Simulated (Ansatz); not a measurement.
# LiF (Griceite, Fm-3m): the dielectric response against the k mesh, part 2 of 2

Aim: how dense a k mesh do ε∞ and the zone-centre modes of LiF (Griceite, Fm-3m) need?

Ansatz 0.2.0; DFT LDA, scalar-relativistic, plane waves, PAW; PAW set soft_1.

So far. Step 4 (Tight relaxation): The forces vanish by symmetry and the pressure is -0.004 GPa, within the tolerances set. The cell now holds 7.46 Å³/atom. The relaxed cell has a = 3.907 Å (conventional setting).

### 5. Response on one mesh, 4×4×4

Phonons follow from the second derivative of the energy, found here by linear response.

The response is solved on 4×4×4 k points.

input.yaml

```yaml
crystal:
  lattice:
    - [0.0, 1.9536259172, 1.9536259172]
    - [1.9536259172, 0.0, 1.9536259172]
    - [1.9536259172, 1.9536259172, 0.0]
  atoms:
    - { symbol: Li, position: [0.0, 0.0, 0.0] }
    - { symbol: F, position: [0.5, 0.5, 0.5] }
kpoints:
  mp_grid: { grid: [4, 4, 4] }
hamiltonian:
  xc: lda
  pseudopotentials: { kind: paw, azcp: { folder: soft_1 }, xc_functional: pbe }
scf:
  occupations: { method: fixed }
output:
  eigenvalues: true
phonons:
  method: dfpt
  dielectric: true
  rigid_motions: translations
  field_mesh: kpoints
```

Run with:

```sh
$ ansatz run input.yaml --threads 4 --pin off --max-ram 10240MiB --backend cpu --events-out ev --progress --plain --runs-dir out
```

Numbers of over 12 decimals in the logs are rounded to 6 here.

The log of the run:

```text
[...]
Crystal: 2 atoms, lattice volume = 14.913 Å³
Basis set: ecut = 420 eV, 283 PW (Γ), exchange–correlation on 40×40×40 points (8 copies of the dense FFT grid, shifted against one another)
Bands: 9, of which v1, the nominal top of the filled ones, is band 5 counted from 1 (4 counted from 0)
Symmetry: 48 space group operations
k-points: 13 of 64 (irreducible under 8 space group operations, time reversal used)
[...]
SCF iter   1: F=—  HF=-998.678647 eV  |F-HF|=—  |Δ(HF+E_count)|=         —  Δρ=6.34e-2  dr2=3.27e-1  ethr=3.10e-3  ⟨swp⟩=3.8  Hψ=631  notcnv=0  defer=24
[...]
SCF iter   8: F=-998.700330 eV  HF=-998.700330 eV  |F-HF|=2.27e-13  |Δ(HF+E_count)|=  3.26e-11  Δρ=7.49e-8  dr2=6.44e-13  ethr=1.00e-12  ⟨swp⟩=5.5  Hψ=571  notcnv=0
SCF 1 converged in 8 iterations: F = -998.700330 eV  dr2 = 6.44e-13
[...]
NSCF: frozen V_eff on 1 k-points
DFPT response loops at Γ: preconditioner auto → none (the input reference at scf.mixing.eps_inf says where Resta's filter doesn't serve); β = 0.50; Broyden in place of MSR1
SCF converged after 8 iterations
Free energy (F): -998.700330 eV
[...]
Internal energy: -998.700330 eV  (E = F + TS)
E sigma→0 (E₀):  -998.700330 eV
Fermi energy:    1.324709 eV
[...]
--- Band table (eV; the first three rows and the last of 13) ---
[...]
--- Phonons (Γ-DFPT): 2 representative perturbations + reference, on 13 of 64 k-points (Σ response iterations 7) ---
  k mesh reduced under 8 symmetry operations, with k and −k counted as one. Each operation leaves every solved perturbation unchanged. A smaller set is not considered because the run solves the response to a homogeneous field
  ASR residual: 1.031e-5 → 0.000e0 eV/Å²; symmetrization residual: 2.593e-7 eV/Å²
  ASR residual per site (eV/Å²): 1.03e-5 3.61e-6
  Γ frequencies (cm⁻¹): 0.00 0.00 0.00 338.59 338.59 338.59
  ε∞ (high-frequency dielectric tensor):
        2.107734    -0.000000    -0.000000
       -0.000000     2.107734    -0.000000
       -0.000000    -0.000000     2.107734
  ε⁰ (static dielectric tensor: ions relaxed, cell fixed):
        8.234774    -0.000000    -0.000000
        0.000000     8.234774    -0.000000
       -0.000000    -0.000000     8.234774
  ε⁰ − ε∞ (ionic part):
        6.127039     0.000000    -0.000000
        0.000000     6.127039     0.000000
       -0.000000     0.000000     6.127039
  softest optical mode at Γ: 338.59 cm⁻¹; the repairs (sum rule, projections) moved no ω² at Γ by more than (0.68 cm⁻¹)²
  Born effective charges Z* (e; rows j = field, columns β = displacement):
    site 0:
         1.04023    0.00000    0.00000
        -0.00000    1.04023    0.00000
         0.00000   -0.00000    1.04023
    site 1:
        -1.04023   -0.00000    0.00000
         0.00000   -1.04023   -0.00000
         0.00000    0.00000   -1.04023
  Z* charge neutrality: 5.502e-7 e pre-enforcement
  k-mesh period / interband length: 11.1 Å / 0.73 Å = 15.22 at k = (0.0000, 0.0000, -0.5000), direct gap 11.137 eV — 14 or more, which is no proof of convergence
  optical modes at Γ without the LO–TO term, one row a degenerate level:
      ω (cm⁻¹)  modes    IR ((D/Å)²/amu)
        338.59      3            14.7335
  optical modes at Γ + LO–TO along q̂ = [1.0000, 0.0000, 0.0000]:
      ω (cm⁻¹)  modes    IR ((D/Å)²/amu)
        338.59      2             9.8223
        669.25      1             4.9112
  optical modes at Γ + LO–TO along q̂ = [0.0000, 1.0000, 0.0000]:
      ω (cm⁻¹)  modes    IR ((D/Å)²/amu)
        338.59      2             9.8223
        669.25      1             4.9112
  optical modes at Γ + LO–TO along q̂ = [0.0000, 0.0000, 1.0000]:
      ω (cm⁻¹)  modes    IR ((D/Å)²/amu)
        338.59      2             9.8223
        669.25      1             4.9112
```

It took 0.79 s on 4 threads of AMD EPYC 7B13 (Zen 3), shared host; peak memory 0.34 GiB.

A gap read on the k-mesh alone can miss the band edges.

Numbers from this step:

| Property | Result |
| --- | --- |
| gap on the k-mesh | 9.707 eV |
| sum-rule residual before enforcement | 1.03e-5 eV/Å² |
| miss of the charge sum rule | 5.50e-7 e |
| point group | m-3m |
| highest optical mode at the zone centre (no LO-TO term) | 338.6 cm⁻¹ |
| lowest optical zone-centre mode | 338.6 cm⁻¹ |
| mean high-frequency dielectric constant | 2.108 |
| largest Born charge (third of the trace) | 1.040 e |
| mean static dielectric constant | 8.235 |
| top of the zone-centre spectrum with the field | 669.2 cm⁻¹ |

The optical mode without the LO-TO term lies at 338.6 cm⁻¹.

### 6. Response on one mesh, 20×20×20

The response is solved on 20×20×20 k points.

input.yaml, as its differences from that of step 5:

```diff
@@ -9,3 +9,3 @@
 kpoints:
-  mp_grid: { grid: [4, 4, 4] }
+  mp_grid: { grid: [20, 20, 20] }
 hamiltonian:
```

The log of the run:

```text
[...]
Crystal: 2 atoms, lattice volume = 14.913 Å³
Basis set: ecut = 420 eV, 283 PW (Γ), exchange–correlation on 40×40×40 points (8 copies of the dense FFT grid, shifted against one another)
Bands: 9, of which v1, the nominal top of the filled ones, is band 5 counted from 1 (4 counted from 0)
Symmetry: 48 space group operations
k-points: 641 of 8000 (irreducible under 8 space group operations, time reversal used)
[...]
optical modes at Γ + LO–TO along q̂ = [1.0000, 0.0000, 0.0000]:
      ω (cm⁻¹)  modes    IR ((D/Å)²/amu)
[...]
optical modes at Γ + LO–TO along q̂ = [0.0000, 1.0000, 0.0000]:
      ω (cm⁻¹)  modes    IR ((D/Å)²/amu)
        339.08      2             9.8207
        668.24      1             4.9103
  optical modes at Γ + LO–TO along q̂ = [0.0000, 0.0000, 1.0000]:
      ω (cm⁻¹)  modes    IR ((D/Å)²/amu)
        339.08      2             9.8207
        668.24      1             4.9103
[key lines of the parts left out:]
SCF converged after 7 iterations
Free energy (F): -998.702753 eV
Fermi energy:    1.322229 eV
```

Wall time 10 s (4 threads); peak memory 0.58 GiB; 36 s of CPU time.

Numbers from this step:

```yaml
gap_on_the_k_mesh: 9.708 eV
sum_rule_residual_before_enforcement: 1.06e-4 eV/Å²
miss_of_the_charge_sum_rule: 1.78e-6 e
highest_optical_mode_at_the_zone_centre_no_lo_to_term: 339.1 cm⁻¹
lowest_optical_zone_centre_mode: 339.1 cm⁻¹
mean_high_frequency_dielectric_constant: 2.118
mean_static_dielectric_constant: 8.226
top_of_the_zone_centre_spectrum_with_the_field: 668.2 cm⁻¹
```

The optical mode without the LO-TO term lies at 339.1 cm⁻¹.

### 7. The series together

The members are set side by side, also those not shown above.

One cell throughout; the field response is solved on the k mesh of the run itself. The response against the k mesh:

```tsv
k divisions along a1	ε∞	ε0	largest Born charge in size, a third of the trace (e)	top mode with the field, highest of q along x, y and z (cm⁻¹)	mode 4 T1u (cm⁻¹)
4	2.108	8.235	1.04	669.2	338.6
6	2.118	8.228	1.04	668.3	339
8	2.118	8.227	1.04	668.2	339.1
10	2.118	8.226	1.04	668.2	339.1
12	2.118	8.227	1.04	668.2	339.1
14	2.118	8.226	1.04	668.2	339.1
16	2.118	8.227	1.04	668.2	339.1
20	2.118	8.226	1.04	668.2	339.1
```

### 8. Summary of results

| Quantity | Value |
| --- | --- |
| members | 8 |
| optical mode (no LO-TO term), 4 k divisions | 338.6 cm⁻¹ |
| optical mode (no LO-TO term), 20 k divisions | 339.1 cm⁻¹ |

In words: ε∞ goes from 2.11 at 4 divisions to 2.12 at 20; from 4 divisions on it stays within 1 % of the last value. The highest mode without the field stays within 1 cm⁻¹ of its last value from 4 divisions on. The top mode with the field moves by -1.0 cm⁻¹ over the series. These are harmonic frequencies at zero temperature: anharmonic shifts, linewidths and thermal expansion are left out. The PAW files were made for PBE; the program adapts parts of them to the functional of the run, but their partial waves stay those of PBE, an approximation that was not tested in this session. Only the zone centre was solved, so an instability at another wavevector cannot show here.

[Logs are printed without paths, hosts, clocks, repeated set-up lines and the standing remarks that a program may print on its own settings, such as how far it seeks lower states.]

[Hosts, paths, dates, database ids (printed as entryN), source tags and the programs' standing remarks are cut or masked in the printed files.]
